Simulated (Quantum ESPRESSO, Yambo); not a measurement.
## NbInO4 (P2/c): G0W0 in Yambo against the screening cutoff

Aim: move the screening cutoff of a G0W0 run on NbInO4 (P2/c) over a wide range.

Calculated with Yambo 5.3.0; LDA and many-body steps on it, plane waves.

**1. The starting structure**

Symmetry: P2/c, No. 13, monoclinic system. Conventional cell: a = 4.835 Å, b = 5.771 Å, c = 5.144 Å, α = 90.00°, β = 91.13°, γ = 90.00°. Nearest to Nb lie 6 O at 1.88 to 2.13 Å. Nearest to In lie 6 O at 2.11 to 2.23 Å. Nearest to O lie 1 Nb at 1.88 Å and 2 In at 2.14 to 2.23 Å. O has 2 Nb at 1.97 to 2.13 Å and 1 In at 2.11 Å nearest. Farther neighbours and most contacts between anions are not listed.

Structure file:

```
Nb In O
1.0
     4.83550    0.00000    0.00000
     0.00000    5.77090    0.00000
    -0.10144    0.00000    5.14300
Nb In O
2 2 8
Direct
  0.00000 0.17474 0.25000
  0.00000 0.82526 0.75000
  0.50000 0.67878 0.25000
  0.50000 0.32122 0.75000
  0.26112 0.62117 0.90081
  0.73888 0.62117 0.59919
  0.73888 0.37883 0.09919
  0.26112 0.37883 0.40081
  0.21279 0.89587 0.43605
  0.78721 0.89587 0.06395
  0.78721 0.10413 0.56395
  0.21279 0.10413 0.93605
```

Geometry: measured (diffraction); atoms relaxed with LDA. The runs that relaxed it are not among those shown.

**2. 1.5 Ha**

This step: Yambo 5.3.0; G0W0 on LDA, plane waves, norm-conserving pseudopotentials.

Now the one-shot GW correction: screening in the RPA, then the self-energy of the levels asked for.

gw7.in

```
HF_and_locXC
gw0
dyson
ppa
em1d
rim_cut
RandQpts= 1000000
RandGvec= 1 RL
EXXRLvcs= 80 Ry
VXCRLvcs= 320 Ry
Chimod= "HARTREE"
% BndsRnXp
 1 | 128 |
%
NGsBlkXp= 3 Ry
% LongDrXp
 1 | 1 | 1 |
%
% GbndRnge
 1 | 128 |
%
DysSolver= "n"
ExtendOut
PPAPntXp= 27.21138 eV
% QPkrange
 9 | 9 | 57 | 60 |
 6 | 6 | 57 | 60 |
 1 | 1 | 57 | 60 |
%
```

Run with:

```
> OMP_NUM_THREADS=2 mpirun -n 4 yambo -F gw7.in -J gw7 -C gw7 > gw7.log
```

The log of the run:

```text
 Yambo, version 5.3.0

 [02] CORE Variables Setup
 =========================

  [... cell, symmetries and grids as in the set-up ...]

  [02.05] Energies & Occupations
  ==============================

  [X] === General ===
  [X] Electronic Temperature                        :  0.000000  0.000000 [eV K]
  [X] Bosonic    Temperature                        :  0.000000  0.000000 [eV K]
  [X] Finite Temperature mode                       : no
  [X] El. density                                   :  0.80827E+24 [cm-3]
  [X] Fermi Level                                   :  9.541687 [eV]

  [X] === Gaps and Widths ===
  [X] Conduction Band Min                           :  3.307442 [eV]
  [X] Valence Band Max                              :  0.000000 [eV]
  [X] Filled Bands                                  :   58
  [X] Empty Bands                                   :    59   336
  [X] Direct Gap                                    :  3.431595 [eV]
  [X] Direct Gap localized at k                     :   6
  [X] Indirect Gap                                  :  3.307442 [eV]
  [X] Indirect Gap between kpts                     :   9   6
  [X] Last valence band width                       :  0.278764 [eV]
  [X] 1st conduction band width                     :  0.682528 [eV]

 [03] Transferred momenta grid and indexing
 ==========================================

 IBZ Q-points                                      :  12
 BZ  Q-points                                      :  16

 K/Q-points units:
 rlu = crystal or reduced units; cc = cartesian coordinates; iku = interal k-units

 Q [ 1]         [rlu]:  0.000000  0.000000  0.000000
 Q [ 2]         [rlu]: -0.96193E-18   0.0000     -0.50000
 Q [ 3]         [rlu]:  0.000000 -0.500000  0.000000
 Q [ 4]         [rlu]: -0.96193E-18 -0.50000     -0.50000
 Q [ 5]         [rlu]:  0.25000       0.0000      0.35538E-19
 Q [ 6]         [rlu]:  0.250000  0.000000 -0.500000
 Q [ 7]         [rlu]:  0.25000     -0.50000      0.35538E-19
 Q [ 8]         [rlu]:  0.250000 -0.500000 -0.500000
 Q [ 9]         [rlu]: -0.50000       0.0000     -0.71075E-19
 Q [10]         [rlu]:  0.500000  0.000000 -0.500000
 Q [11]         [rlu]: -0.50000     -0.50000     -0.71075E-19
 Q [12]         [rlu]:  0.500000  0.500000 -0.500000

 [04] Coloumb potential Random Integration (RIM)
 ===============================================

  [04.01] RIM initialization
  ==========================

  * Diagonal components only detected *

  8 x (sBL volume)        :  0.128059 [a.u.]
  sBZ random points       :  1000000
  Points outside the sBZ  :   7991612
  RL volume               :  0.256119 [a.u.]
  Integrated volume       :  0.256388 [a.u.]

  [04.02] RIM integrals
  =====================

  Gamma point sphere radius             :  0.091430 [a.u.]
  Points outside the sphere             :   800999
  [Int_sBZ(q=0) 1/q^2]*(Vol_sBZ)^(-1/3) =:  7.394754
                                 should be <:  7.795600

  Summary of Coulomb integrals for non-metallic bands |Q|[au] RIM/Bare

  Q [1] 0.100000E-4 0.948581 * Q [5] 0.171935 0.778806
  Q [3] 0.288076 1.095968 * Q [2] 0.323247 1.157035
  Q [7] 0.335484 1.039545 * Q [9] 0.343870 0.933137
  Q [6] 0.363123 1.088725 * Q [4] 0.432986 1.088402
  Q [11] 0.448592 0.995617 * Q [8] 0.463515 1.060313
  Q [10] 0.467280 1.017899 * Q [12] 0.548943 1.021118

 [05] Dipoles
 ============

  [05.01] Setup: observables and procedures
  =========================================

  [WARNING] [x,Vnl] slows the Dipoles computation. To neglect it rename the ns.kb_pp file

 [06] Dynamic Dielectric Matrix (PPA)
 ====================================

 [WR./gw7//ndb.pp]---------------------------------------------------------------
  Brillouin Zone Q/K grids (IBZ/BZ)                :  12  16  12  16
  RL vectors                                       :  13917 [WF]
  Coulomb cutoff potential                         : none
  Electronic Temperature                           :  0.000000 [K]
  Bosonic    Temperature                           :  0.000000 [K]
  PPA    diel. fun.  energies                      : Slater exchange(X)+Perdew & Wang(C)
  wavefunctions                                    : Slater exchange(X)+Perdew & Wang(C)
  Global Gauge                                     : length
  X matrix size                                    :   91
  X band range                                     :    1  128
  X e/h energy range                               : -1.000000 -1.000000 [eV]
  X Time ordering                                  : R
  X Hxc Kernel                                     : HARTREE
  X Drude frequency                                :  0.000000  0.000000
  X poles                                          :  100.0000 [o/o]
  RL vectors in the sum                            :  13917
  [r,Vnl] included                                 : yes
  Field direction                                  :  0.577350E-5  0.577350E-5  0.577350E-5
  BZ energy Double Grid                            : no
  BZ energy DbGd points                            : 0
  BZ Q point size factor                           : -1.000000
  X Optical Averaged directions                    : none

 [07] Local Exchange-Correlation + Non-Local Fock
 ================================================

 [VXC] Plane waves :   93599
 [EXS] Plane waves :  11705

 QP @ state[ 1 ] K range:  1  1
 QP @ state[ 1 ] b range:   57   60
 QP @ state[ 2 ] K range:   6   6
 QP @ state[ 2 ] b range:   57   60
 QP @ state[ 3 ] K range:   9   9
 QP @ state[ 3 ] b range:   57   60

 [xc] Functional : Slater exchange(X)+Perdew & Wang(C)
 [xc] LIBXC used to calculate xc functional
  PP Number of Atomic Species                      :  3
  NLCC RL compoments                               :   93599
  PP Number of Atomic Species                      :  3
  NLCC RL compoments                               :   93599

 [xc] E_xc :  -73.79323 [Ha]
      E_xc :  -147.5865 [Ry]

  Local XC kind (lXC) : Slater exchange(X)+Perdew & Wang(C)
  Non-Local XC kind (nlXC) : Hartree-Fock

  Corrections @ K [1] :  [eV]
 <57|nlXC|57> = -24.70742  0.49044E-17 <57|lXC|57> = -19.69931 -0.37763E-15
 <58|nlXC|58> = -24.78748  0.57946E-17 <58|lXC|58> = -19.63596 -0.12266E-22
 <59|nlXC|59> = -11.44653  0.74354E-18 <59|lXC|59> = -17.02165 -0.18882E-15
 <60|nlXC|60> = -11.81739  0.68088E-18 <60|lXC|60> = -17.13005 -0.50603E-20

  Corrections @ K [6] :  [eV]
 <57|nlXC|57> = -24.97069  0.71360E-17 <57|lXC|57> = -20.07728  0.64906E-16
 <58|nlXC|58> = -24.57928  0.32668E-17 <58|lXC|58> = -19.58510  0.94409E-16
[...]
Corrections @ K [9] :  [eV]
[...]
<58|nlXC|58> = -24.85462  0.22499E-16 <58|lXC|58> = -19.66624  0.14161E-15
 <59|nlXC|59> = -11.33478 -0.11937E-17 <59|lXC|59> = -17.60994  0.47204E-16
 <60|nlXC|60> = -11.58652 -0.57420E-18 <60|lXC|60> = -17.70901 -0.49053E-21

 [08] Dyson equation: Newton solver
 ==================================

  [08.01] G0W0 (W PPA)
  ====================

  [  GW  ] Bands range     :    1  128
  [GW/PPA] G damping       :  0.100000 [eV]

  QP @ state[ 1 ] K range:  1  1
  QP @ state[ 1 ] b range:   57   60
  QP @ state[ 2 ] K range:   6   6
  QP @ state[ 2 ] b range:   57   60
  QP @ state[ 3 ] K range:   9   9
  QP @ state[ 3 ] b range:   57   60

   Sc/G bands                                       :    1  128
   Sc/G damping                                     :  0.100000 ev
   Sc bands terminator                              : no
   Sx RL components                                 :  11705

   QP @ state[ 1 ] K range                          :  1  1
   QP @ state[ 1 ] b range                          :   57   60
   QP @ state[ 2 ] K range                          :   6   6
   QP @ state[ 2 ] b range                          :   57   60
   QP @ state[ 3 ] K range                          :   9   9
   QP @ state[ 3 ] b range                          :   57   60
   GF energies kind                                 : Slater exchange(X)+Perdew & Wang(C)
   GF WF`s kind                                     : Slater exchange(X)+Perdew & Wang(C)
   Xs energies kind                                 : Slater exchange(X)+Perdew & Wang(C)
   Xs WF`s kind                                     : Slater exchange(X)+Perdew & Wang(C)

 [11] Game Over & Game summary
```

Wall time 66 s (4 MPI ranks of Arm Neoverse V2, shared host); peak memory 5.7 GiB.

This step gave:

* G0W0 gap on the points computed: 5.396 eV
* starting gap on the mesh: 3.307 eV
* k of the valence top: -0.5, 0, 0
* k of the conduction bottom: 0.25, 0, -0.5
* least direct G0W0 gap on the computed points: 5.482 eV
* Z at the valence top: 0.7839
* Z at the conduction bottom: 0.8275

The gap on the mesh goes from 3.31 eV to 5.40 eV, a correction of +2.09 eV.

**3. 2.25 Ha**

gw8.in, as its differences from gw7.in of step 2:

```diff
@@ -14,3 +14,3 @@
 %
-NGsBlkXp= 3 Ry
+NGsBlkXp= 4.5 Ry
 % LongDrXp
```

Run with:

```
> OMP_NUM_THREADS=2 mpirun -n 4 yambo -F gw8.in -J gw8 -C gw8 > gw8.log
```

The log of the run:

```text
 Yambo, version 5.3.0

 [02] CORE Variables Setup
 =========================

  [... cell, symmetries and grids as in the set-up ...]

  [02.05] Energies & Occupations
  ==============================

  [X] === General ===
  [X] Electronic Temperature                        :  0.000000  0.000000 [eV K]
  [X] Bosonic    Temperature                        :  0.000000  0.000000 [eV K]
  [X] Finite Temperature mode                       : no
  [X] El. density                                   :  0.80827E+24 [cm-3]
  [X] Fermi Level                                   :  9.541687 [eV]

  [X] === Gaps and Widths ===
  [X] Conduction Band Min                           :  3.307442 [eV]
  [X] Valence Band Max                              :  0.000000 [eV]
  [X] Filled Bands                                  :   58
  [X] Empty Bands                                   :    59   336
  [X] Direct Gap                                    :  3.431595 [eV]
  [X] Direct Gap localized at k                     :   6
  [X] Indirect Gap                                  :  3.307442 [eV]
  [X] Indirect Gap between kpts                     :   9   6
  [X] Last valence band width                       :  0.278764 [eV]
  [X] 1st conduction band width                     :  0.682528 [eV]

 [03] Transferred momenta grid and indexing
 ==========================================

 IBZ Q-points                                      :  12
 BZ  Q-points                                      :  16

 K/Q-points units:
 rlu = crystal or reduced units; cc = cartesian coordinates; iku = interal k-units

 Q [ 1]         [rlu]:  0.000000  0.000000  0.000000
 Q [ 2]         [rlu]: -0.96193E-18   0.0000     -0.50000
 Q [ 3]         [rlu]:  0.000000 -0.500000  0.000000
[...]
[xc] E_xc :  -73.79323 [Ha]
      E_xc :  -147.5865 [Ry]

  Local XC kind (lXC) : Slater exchange(X)+Perdew & Wang(C)
  Non-Local XC kind (nlXC) : Hartree-Fock

  Corrections @ K [1] :  [eV]
 <57|nlXC|57> = -24.70742  0.49044E-17 <57|lXC|57> = -19.69931 -0.37763E-15
 <58|nlXC|58> = -24.78748  0.57946E-17 <58|lXC|58> = -19.63596 -0.12266E-22
 <59|nlXC|59> = -11.44653  0.74354E-18 <59|lXC|59> = -17.02165 -0.18882E-15
[...]
Corrections @ K [6] :  [eV]
[...]
Corrections @ K [9] :  [eV]
[...]
<59|nlXC|59> = -11.33478 -0.11937E-17 <59|lXC|59> = -17.60994  0.47204E-16
 <60|nlXC|60> = -11.58652 -0.57420E-18 <60|lXC|60> = -17.70901 -0.49053E-21

 [08] Dyson equation: Newton solver
 ==================================

  [08.01] G0W0 (W PPA)
  ====================

  [  GW  ] Bands range     :    1  128
  [GW/PPA] G damping       :  0.100000 [eV]

  QP @ state[ 1 ] K range:  1  1
  QP @ state[ 1 ] b range:   57   60
  QP @ state[ 2 ] K range:   6   6
  QP @ state[ 2 ] b range:   57   60
  QP @ state[ 3 ] K range:   9   9
  QP @ state[ 3 ] b range:   57   60

   Sc/G bands                                       :    1  128
   Sc/G damping                                     :  0.100000 ev
   Sc bands terminator                              : no
   Sx RL components                                 :  11705

   QP @ state[ 1 ] K range                          :  1  1
   QP @ state[ 1 ] b range                          :   57   60
   QP @ state[ 2 ] K range                          :   6   6
   QP @ state[ 2 ] b range                          :   57   60
   QP @ state[ 3 ] K range                          :   9   9
   QP @ state[ 3 ] b range                          :   57   60
   GF energies kind                                 : Slater exchange(X)+Perdew & Wang(C)
   GF WF`s kind                                     : Slater exchange(X)+Perdew & Wang(C)
   Xs energies kind                                 : Slater exchange(X)+Perdew & Wang(C)
   Xs WF`s kind                                     : Slater exchange(X)+Perdew & Wang(C)

 [11] Game Over & Game summary
```

Elapsed: 70 s, on 4 MPI ranks; peak memory 5.7 GiB; 8.4 min of CPU time.

Numbers from this step:

```
G0W0 gap on the points computed              : 5.296 eV
starting gap on the mesh                     : 3.307 eV
k of the valence top                         : -0.5, 0, 0
k of the conduction bottom                   : 0.25, 0, -0.5
least direct G0W0 gap on the computed points : 5.389 eV
Z at the valence top                         : 0.7782
Z at the conduction bottom                   : 0.8249
```

Against the run before, the gap moves by −0.100 eV.

[end of part 1 of 2]

[Paths, hosts, dates, memory and timing lines, banners, echoed tables and standing remarks are left out of the program output.]

[Logs are printed without paths, hosts, clocks, repeated set-up lines and the standing remarks that a program may print on its own settings, such as how far it seeks lower states.]

[Runs of the session that timed out or met a known fault of the program may be left out.]

[Hosts, paths, dates, database ids (printed as entryN), source tags and the programs' standing remarks are cut or masked in the printed files.]
